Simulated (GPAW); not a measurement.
# A Mo chain with an H atom bridging one bond: transmission at several levels

Wanted: the zero-bias transmission of a Mo chain with an H atom bridging one bond on a ladder of levels, with run times.

Main program and level: GPAW 26.7.0; GPAW LCAO, PAW setups; Landauer transmission from Green's functions with principal layers (ASE), zero bias.

### 1. Starting point

The cell holds 15 atoms: 14 Mo and 1 H. Cell: a = 9.000 Å, b = 9.000 Å, c = 31.700 Å, α = 90.0°, β = 90.0°, γ = 90.0°. Regions: left lead, 7 atoms (7 Mo); channel, 1 atom (1 H); right lead, 7 atoms (7 Mo). Vacuum lies along a and b. The structure is stacked along c, and the current runs across the ab planes.

### 2. Double-zeta polarised basis

The script solves lead and junction separately, takes H and S in the orbital basis, and joins semi-infinite leads through their self-energies; the dzp basis is the working standard.

Input file run.py:

```python
import json
import numpy as np
from ase import Atoms
from ase.transport.calculators import TransportCalculator
from gpaw import GPAW, FermiDirac
from gpaw.lcao.tools import get_lcao_hamiltonian
from scipy.linalg import eigh

# The junction with lead layers at both ends, along the third cell vector
device = Atoms(
    ['Mo', 'Mo', 'Mo', 'Mo', 'Mo', 'Mo', 'Mo', 'H', 'Mo', 'Mo', 'Mo', 'Mo', 'Mo', 'Mo', 'Mo'],
    positions=[
        [4.50000, 4.50000, 1.12500],
        [4.50000, 4.50000, 3.37500],
        [4.50000, 4.50000, 5.62500],
        [4.50000, 4.50000, 7.87500],
        [4.50000, 4.50000, 10.12500],
        [4.50000, 4.50000, 12.37500],
        [4.50000, 4.50000, 14.62500],
        [5.13847, 4.50000, 15.85000],
        [4.50000, 4.50000, 17.07500],
        [4.50000, 4.50000, 19.32500],
        [4.50000, 4.50000, 21.57500],
        [4.50000, 4.50000, 23.82500],
        [4.50000, 4.50000, 26.07500],
        [4.50000, 4.50000, 28.32500],
        [4.50000, 4.50000, 30.57500]],
    cell=[[9.0, 0.0, 0.0], [0.0, 9.0, 0.0], [0.0, 0.0, 31.7]],
    pbc=True)

# One principal layer of the lead: the first 5 atoms of the device
lead = Atoms(
    ['Mo', 'Mo', 'Mo', 'Mo', 'Mo'],
    positions=[
        [4.50000, 4.50000, 1.12500],
        [4.50000, 4.50000, 3.37500],
        [4.50000, 4.50000, 5.62500],
        [4.50000, 4.50000, 7.87500],
        [4.50000, 4.50000, 10.12500]],
    cell=[[9.0, 0.0, 0.0], [0.0, 9.0, 0.0], [0.0, 0.0, 11.25]],
    pbc=True)

settings = dict(mode='lcao', basis='dzp', xc='PBE', h=0.2,
                occupations=FermiDirac(0.1), maxiter=250,
                mixer=dict(beta=0.1, nmaxold=8, weight=100.0),
                convergence=dict(density=0.0001))
energies = np.arange(-2, 2 + 1e-9, 0.05)
eta = 0.0001
n1, n2 = 1, 1
# k and -k transmit alike, so half of the mesh across the current serves
mesh = [(i, j) for i in range(n1) for j in range(n2) if (i, j) <= (-i % n1, -j % n2)]
weights = np.array([1 if (i, j) == (-i % n1, -j % n2) else 2 for i, j in mesh]) / (n1 * n2)

# [... helper functions left out ...]
fermi_lead = ground_state(lead, (1, 1, 10), 'lead.txt')
fermi_device = ground_state(device, (1, 1, 3), 'device.txt')
# [... loop over the mesh left out, but for ...]
        # Shift the lead onto the potential of the device's first layer
        shift = ((H[:, 0, 0] - H0[:, 0, 0]) / S0[0, 0]).real.mean()
# [...]
kT = 8.617333e-5 * 500
bias = [0.1, 0.2, 0.5, 1.0, 1.5, 2.0]
# [... integrals and printing left out ...]
```

Started as:

```
> OMP_NUM_THREADS=1 OPENBLAS_NUM_THREADS=1 python run.py
```

The program printed:

```text
basis functions: device 411, principal layer 145
Fermi level: lead -2.7421 eV, device -2.7446 eV; lead shifted by 0.0037 eV
largest coupling past the next layer 2.80e-05 eV, largest misfit of the first layer 0.021 eV
  E-E_F (eV)   T (one spin)  [channel counts left out]
    -2.000    2.3576e+00
    -1.950    2.3580e+00
    -1.900    2.3563e+00
    -1.850    2.3520e+00
    -1.800    2.3445e+00
    -1.750    2.3326e+00
    -1.700    2.3151e+00
    -1.650    2.2861e+00
    -1.600    2.2392e+00
    -1.550    2.1476e+00
    -1.500    3.0980e+00
    -1.450    3.0083e+00
    -1.400    3.1192e+00
    -1.350    3.1847e+00
    -1.300    3.2275e+00
    -1.250    3.2573e+00
[...]
1.650    3.5239e+00
     1.700    3.5111e+00
     1.750    3.4941e+00
     1.800    3.4699e+00
     1.850    3.4320e+00
     1.900    3.3622e+00
     1.950    3.2003e+00
     2.000    2.3144e+00
conductance at 500 K: 5.3895 G0 a cell; thermopower -0.03397 uV/K
current from the zero-bias T(E) at 0.1 V: 41.756 uA
current from the zero-bias T(E) at 0.2 V: 83.499 uA
current from the zero-bias T(E) at 0.5 V: 208.51 uA
current from the zero-bias T(E) at 1.0 V: 414.62 uA
current from the zero-bias T(E) at 1.5 V: 611.94 uA
current from the zero-bias T(E) at 2.0 V: 783.33 uA
```

It took 6.9 min on 1 thread of Arm Neoverse N1, shared host; peak memory 1.3 GiB.

This step gave:

```
conductance                                    : 5.390 G₀
largest coupling past the next principal layer : 2.80e-5 eV
largest misfit of the first principal layer    : 0.02144 eV
shift that aligns the lead                     : 0.003735 eV
basis functions of the junction                : 411
basis functions of a principal layer           : 145
transmission at the Fermi level (one spin)     : 5.392
```

One spin. The transmission, zone mean by energy, zero at the Fermi level:

energy (eV), transmission, zone mean and a bar from the least value:
```
    -2.00       2.36 ##
    -1.90       2.36 ##
    -1.80       2.34 ##
    -1.70       2.32 ##
    -1.55       2.15 
    -1.45       3.01 ########
    -1.35       3.18 ##########
    -1.25       3.26 ##########
    -1.15       3.30 ###########
    -1.05       3.32 ###########
    -0.90       3.32 ###########
    -0.80       4.01 #################
    -0.70       4.83 #########################
    -0.60       5.07 ###########################
    -0.50       5.19 ############################
    -0.40       5.30 #############################
    -0.25       5.37 ##############################
    -0.15       5.38 ##############################
    -0.05       5.39 ##############################
     0.00       5.39 ##############################
     0.05       5.39 ##############################
     0.15       5.39 ##############################
     0.25       5.37 ##############################
     0.40       5.35 ##############################
     0.50       5.33 #############################
     0.60       5.30 #############################
     0.70       5.27 #############################
     0.80       5.24 #############################
     0.90       5.19 ############################
     1.05       5.05 ###########################
     1.15       4.87 #########################
     1.25       4.55 ######################
     1.35       3.59 #############
     1.45       3.56 #############
     1.55       3.54 #############
     1.70       3.51 #############
     1.80       3.47 ############
     1.90       3.36 ###########
     2.00       2.31 ##
```

Not self-consistent under bias; the bias window is split evenly. The current through one cell, from the zero-bias transmission by bias:

```
bias (V)  current through one cell, from the zero-bias transmission (mA)
   0.100                                                          0.0418
   0.200                                                          0.0835
   0.500                                                           0.209
   1.000                                                           0.415
   1.500                                                           0.612
   2.000                                                           0.783
```

The transmission of the three most open eigenchannels by energy, zero at the Fermi level:

```
energy (eV)  channel 1  channel 2  channel 3
      -2.00      0.979      0.955      0.423
      -1.85      0.978      0.953      0.421
      -1.70      0.976      0.951      0.388
      -1.60      0.975      0.950      0.314
      -1.45      0.975      0.950      0.720
      -1.30      0.976      0.953      0.871
      -1.15      0.979      0.957      0.906
      -1.05      0.981      0.961      0.917
      -0.90      0.986      0.969      0.928
      -0.75      0.994      0.988      0.939
      -0.60      0.995      0.986      0.943
      -0.50      0.995      0.984      0.945
      -0.35      0.994      0.979      0.948
      -0.20      0.993      0.970      0.946
      -0.05      0.992      0.965      0.943
       0.00      0.992      0.965      0.942
       0.05      0.991      0.964      0.941
       0.20      0.990      0.964      0.938
       0.35      0.989      0.964      0.934
       0.50      0.987      0.963      0.930
       0.60      0.986      0.963      0.927
       0.75      0.985      0.963      0.923
       0.90      0.985      0.963      0.919
       1.05      0.985      0.963      0.914
       1.15      0.986      0.963      0.910
       1.30      0.988      0.965      0.904
       1.45      0.990      0.968      0.895
       1.60      0.993      0.971      0.884
       1.70      0.996      0.974      0.877
       1.85      0.998      0.972      0.864
       2.00      0.984      0.847      0.477
```

Couplings past the next layer reach 2.8e-5 eV, small enough to drop; the matrix elements of the cell's first layer differ from the bulk lead's by up to 0.021 eV. That layer keeps its own values in the calculation, and only beyond it is the lead taken as perfect. The Fermi levels of lead and junction count from different zeros of potential, one for each periodic cell; with both set to zero, the small remaining shift is what aligns them. By hand: G = 5.390 × 77.48 μS = 418 μS, a resistance of 2.39 kΩ; at 0.1 V a linear junction would pass 41.8 μA, and the integral over the bias window gives 41.8 μA.

### 3. GPAW, szp: basis = "szp(dzp)"

One radial function a shell plus polarisation makes the matrices smaller; the question is what that costs.

run.py: that of step 2 with these lines changed.

```diff
@@ -42,3 +42,3 @@
 
-settings = dict(mode='lcao', basis='dzp', xc='PBE', h=0.2,
+settings = dict(mode='lcao', basis='szp(dzp)', xc='PBE', h=0.2,
                 occupations=FermiDirac(0.1), maxiter=250,
```

The program printed:

```text
basis functions: device 228, principal layer 80
Fermi level: lead -2.9192 eV, device -2.9212 eV; lead shifted by 0.0032 eV
largest coupling past the next layer 2.79e-05 eV, largest misfit of the first layer 0.023 eV
  E-E_F (eV)   T (one spin)  [channel counts left out]
    -2.000    2.3879e+00
    -1.950    2.3904e+00
    -1.900    2.3915e+00
    -1.850    2.3911e+00
    -1.800    2.3891e+00
    -1.750    2.3852e+00
    -1.700    2.3785e+00
    -1.650    2.3693e+00
    -1.600    2.3562e+00
    -1.550    2.3376e+00
    -1.500    2.3107e+00
    -1.450    2.2701e+00
    -1.400    2.2029e+00
    -1.350    2.0674e+00
    -1.300    2.8021e+00
    -1.250    2.9682e+00
[...]
1.650    3.5410e+00
     1.700    3.5358e+00
     1.750    3.5299e+00
     1.800    3.5229e+00
     1.850    3.5138e+00
     1.900    3.5018e+00
     1.950    3.4856e+00
     2.000    3.4626e+00
conductance at 500 K: 5.3877 G0 a cell; thermopower -0.08375 uV/K
current from the zero-bias T(E) at 0.1 V: 41.741 uA
current from the zero-bias T(E) at 0.2 V: 83.464 uA
current from the zero-bias T(E) at 0.5 V: 208.37 uA
current from the zero-bias T(E) at 1.0 V: 414.17 uA
current from the zero-bias T(E) at 1.5 V: 610.82 uA
current from the zero-bias T(E) at 2.0 V: 781.07 uA
```

It took 4.5 min on 1 thread; peak memory 1.2 GiB.

Numbers from this step:

```yaml
conductance: 5.388 G₀
largest_coupling_past_the_next_principal_layer: 2.79e-5 eV
largest_misfit_of_the_first_principal_layer: 0.02310 eV
shift_that_aligns_the_lead: 0.003248 eV
basis_functions_of_the_junction: 228
basis_functions_of_a_principal_layer: 80
transmission_at_the_fermi_level_one_spin: 5.391
```

One spin. Transmission, zone mean against energy, zero at the Fermi level:

```
energy (eV)  transmission, zone mean
      -2.00                     2.39
      -1.85                     2.39
      -1.70                     2.38
      -1.60                     2.36
      -1.45                     2.27
      -1.30                     2.80
      -1.15                     3.17
      -1.05                     3.25
      -0.90                     3.28
      -0.75                     4.47
      -0.60                     5.04
      -0.50                     5.17
      -0.35                     5.32
      -0.20                     5.37
      -0.05                     5.39
       0.00                     5.39
       0.05                     5.39
       0.20                     5.38
       0.35                     5.35
       0.50                     5.32
       0.60                     5.29
       0.75                     5.24
       0.90                     5.18
       1.05                     5.00
       1.15                     4.78
       1.30                     3.69
       1.45                     3.56
       1.60                     3.55
       1.70                     3.54
       1.85                     3.51
       2.00                     3.46
```

Not self-consistent under bias; the bias window is split evenly. The current through one cell, from the zero-bias transmission by bias:

```
bias (V)  current through one cell, from the zero-bias transmission (mA)
   0.100                                                          0.0417
   0.200                                                          0.0835
   0.500                                                           0.208
   1.000                                                           0.414
   1.500                                                           0.611
   2.000                                                           0.781
```

The transmission of the three most open eigenchannels by energy, zero at the Fermi level:

```
energy (eV)  channel 1  channel 2  channel 3
     -2.000      0.978      0.957      0.453
     -1.800      0.976      0.953      0.461
     -1.600      0.974      0.951      0.431
     -1.400      0.974      0.953      0.276
     -1.200      0.974      0.958      0.784
     -1.000      0.978      0.965      0.894
     -0.800      0.992      0.991      0.924
     -0.600      0.990      0.986      0.943
     -0.400      0.991      0.980      0.949
     -0.200      0.989      0.965      0.946
      0.000      0.989      0.961      0.944
      0.200      0.988      0.960      0.941
      0.400      0.985      0.960      0.936
      0.600      0.982      0.958      0.930
      0.800      0.980      0.957      0.923
      1.000      0.980      0.957      0.915
      1.200      0.981      0.959      0.905
      1.400      0.984      0.961      0.892
      1.600      0.986      0.963      0.878
      1.800      0.991      0.967      0.863
      2.000      0.995      0.966      0.842
```

The conductance equals that of the dzp run to 0.2 %.

### 4. Minimal basis

The minimal basis is the cheapest rung: no second zeta and no polarisation.

run.py: that of step 3 with these lines changed.

```diff
@@ -42,3 +42,3 @@
 
-settings = dict(mode='lcao', basis='szp(dzp)', xc='PBE', h=0.2,
+settings = dict(mode='lcao', basis='sz(dzp)', xc='PBE', h=0.2,
                 occupations=FermiDirac(0.1), maxiter=250,
```

The program printed:

```text
basis functions: device 183, principal layer 65
Fermi level: lead -2.9953 eV, device -2.9960 eV; lead shifted by 0.0047 eV
largest coupling past the next layer 2.78e-05 eV, largest misfit of the first layer 0.024 eV
  E-E_F (eV)   T (one spin)  [channel counts left out]
    -2.000    2.3937e+00
    -1.950    2.3953e+00
    -1.900    2.3954e+00
[...]
1.950    3.4598e+00
     2.000    3.4495e+00
conductance at 500 K: 5.3472 G0 a cell; thermopower -0.1331 uV/K
current from the zero-bias T(E) at 0.1 V: 41.428 uA
current from the zero-bias T(E) at 0.2 V: 82.84 uA
current from the zero-bias T(E) at 0.5 V: 206.86 uA
current from the zero-bias T(E) at 1.0 V: 411.51 uA
current from the zero-bias T(E) at 1.5 V: 607.37 uA
current from the zero-bias T(E) at 2.0 V: 776.98 uA
```

It took 3.5 min on 1 thread; peak memory 1.2 GiB.

This step gave:

| Quantity | Value |
| --- | --- |
| conductance | 5.347 G₀ |
| largest coupling past the next principal layer | 2.78e-5 eV |
| largest misfit of the first principal layer | 0.02424 eV |
| shift that aligns the lead | 0.004744 eV |
| basis functions of the junction | 183 |
| basis functions of a principal layer | 65 |
| transmission at the Fermi level (one spin) | 5.350 |

One spin. Transmission, zone mean against energy, zero at the Fermi level:

```
energy (eV)  transmission, zone mean
      -2.00                     2.39
      -1.90                     2.40
      -1.80                     2.39
      -1.70                     2.38
      -1.55                     2.34
      -1.45                     2.27
      -1.35                     2.11
      -1.25                     2.98
      -1.15                     3.16
      -1.05                     3.24
      -0.90                     3.27
      -0.80                     4.09
      -0.70                     4.80
      -0.60                     5.02
      -0.50                     5.15
      -0.40                     5.26
      -0.25                     5.32
      -0.15                     5.33
      -0.05                     5.34
       0.00                     5.35
       0.05                     5.35
       0.15                     5.35
       0.25                     5.34
       0.40                     5.31
       0.50                     5.29
       0.60                     5.26
       0.70                     5.23
       0.80                     5.20
       0.90                     5.15
       1.05                     4.96
       1.15                     4.75
       1.25                     4.10
       1.35                     3.53
       1.45                     3.52
       1.55                     3.51
       1.70                     3.49
       1.80                     3.48
       1.90                     3.47
       2.00                     3.45
```

The conductance, 5.35 G₀, lies 0.8 % below that of the dzp run.

### 5. LDA in the dzp basis: xc = "LDA"

Back in the dzp basis, the functional changes from PBE to LDA, to set the spread between functionals beside that between bases.

run.py: that of step 4 with these lines changed.

```diff
@@ -42,3 +42,3 @@
 
-settings = dict(mode='lcao', basis='sz(dzp)', xc='PBE', h=0.2,
+settings = dict(mode='lcao', basis='dzp', xc='LDA', h=0.2,
                 occupations=FermiDirac(0.1), maxiter=250,
```

The program printed:

```text
basis functions: device 411, principal layer 145
Fermi level: lead -2.9955 eV, device -3.0032 eV; lead shifted by 0.0032 eV
largest coupling past the next layer 2.75e-05 eV, largest misfit of the first layer 0.023 eV
  E-E_F (eV)   T (one spin)  [channel counts left out]
    -2.000    2.3649e+00
    -1.950    2.3649e+00
    -1.900    2.3624e+00
[...]
1.950    3.2649e+00
     2.000    2.9599e+00
conductance at 500 K: 5.4191 G0 a cell; thermopower 0.003201 uV/K
current from the zero-bias T(E) at 0.1 V: 41.985 uA
current from the zero-bias T(E) at 0.2 V: 83.956 uA
current from the zero-bias T(E) at 0.5 V: 209.62 uA
current from the zero-bias T(E) at 1.0 V: 416.65 uA
current from the zero-bias T(E) at 1.5 V: 614.44 uA
current from the zero-bias T(E) at 2.0 V: 786.09 uA
```

The job ended after 5.9 min (1 thread; peak memory 1.3 GiB).

Numbers from this step:

```yaml
conductance: 5.419 G₀
largest_coupling_past_the_next_principal_layer: 2.75e-5 eV
largest_misfit_of_the_first_principal_layer: 0.02257 eV
shift_that_aligns_the_lead: 0.003214 eV
basis_functions_of_the_junction: 411
basis_functions_of_a_principal_layer: 145
transmission_at_the_fermi_level_one_spin: 5.421
```

The conductance, 5.42 G₀, lies 0.5 % above that of the dzp run.

### 6. All levels side by side

Times are for 1 thread of Arm Neoverse N1, shared host. The runs compared:

```
no.      run  conductance (G₀)     time  memory (GiB)
  1      dzp             5.390  6.9 min           1.3
  2      szp             5.388  4.5 min           1.2
  3       sz             5.347  3.5 min           1.2
  4  dzp LDA             5.419  5.9 min           1.3
```

### 7. Comparison

The curves are compared point by point over the common energies.

This step: comparison of transmission and cost over codes and levels (GPAW 26.7.0).

Ladder, by row:

```
   step  code  T at the Fermi level (sum over the listed spins)  conductance (G0)  r.m.s. T(E) from the first  wall time (s)  peak memory (GiB)  threads
    dzp  GPAW                                             5.392              5.39                           0          412.5               1.34        1
    szp  GPAW                                             5.391             5.388                      0.2589          268.7               1.25        1
     sz  GPAW                                              5.35             5.347                      0.2922          210.3               1.19        1
dzp-LDA  GPAW                                             5.421             5.419                     0.09038          354.9               1.34        1
```

The transmission, zone mean, sum over the listed spins by energy, zero at the Fermi level:

```
energy (eV)   dzp   szp    sz  dzp-LDA
    -2.0000  2.36  2.39  2.39     2.36
    -1.7500  2.33  2.39  2.40     2.33
    -1.5000  3.10  2.31  2.31     2.95
    -1.2500  3.26  2.97  2.98     3.29
    -1.0000  3.33  3.27  3.26     3.35
    -0.7500  4.52  4.47  4.48     4.52
    -0.5000  5.19  5.17  5.15     5.21
    -0.2500  5.37  5.36  5.32     5.40
     0.0000  5.39  5.39  5.35     5.42
     0.0500  5.39  5.39  5.35     5.42
     0.2500  5.37  5.37  5.34     5.40
     0.5000  5.33  5.32  5.29     5.35
     0.7500  5.25  5.24  5.21     5.27
     1.0000  5.11  5.08  5.04     5.14
     1.2500  4.55  4.30  4.10     4.64
     1.5000  3.55  3.55  3.51     3.56
     1.7500  3.49  3.53  3.49     3.50
     2.0000  2.31  3.46  3.45     2.96
```

(Continued in part 2 of 2.)

[Logs are printed without paths, hosts, clocks, repeated set-up lines and the standing remarks that a program may print on its own settings, such as how far it seeks lower states.]

[Hosts, paths, dates, database ids (printed as entryN), source tags and the programs' standing remarks are cut or masked in the printed files.]
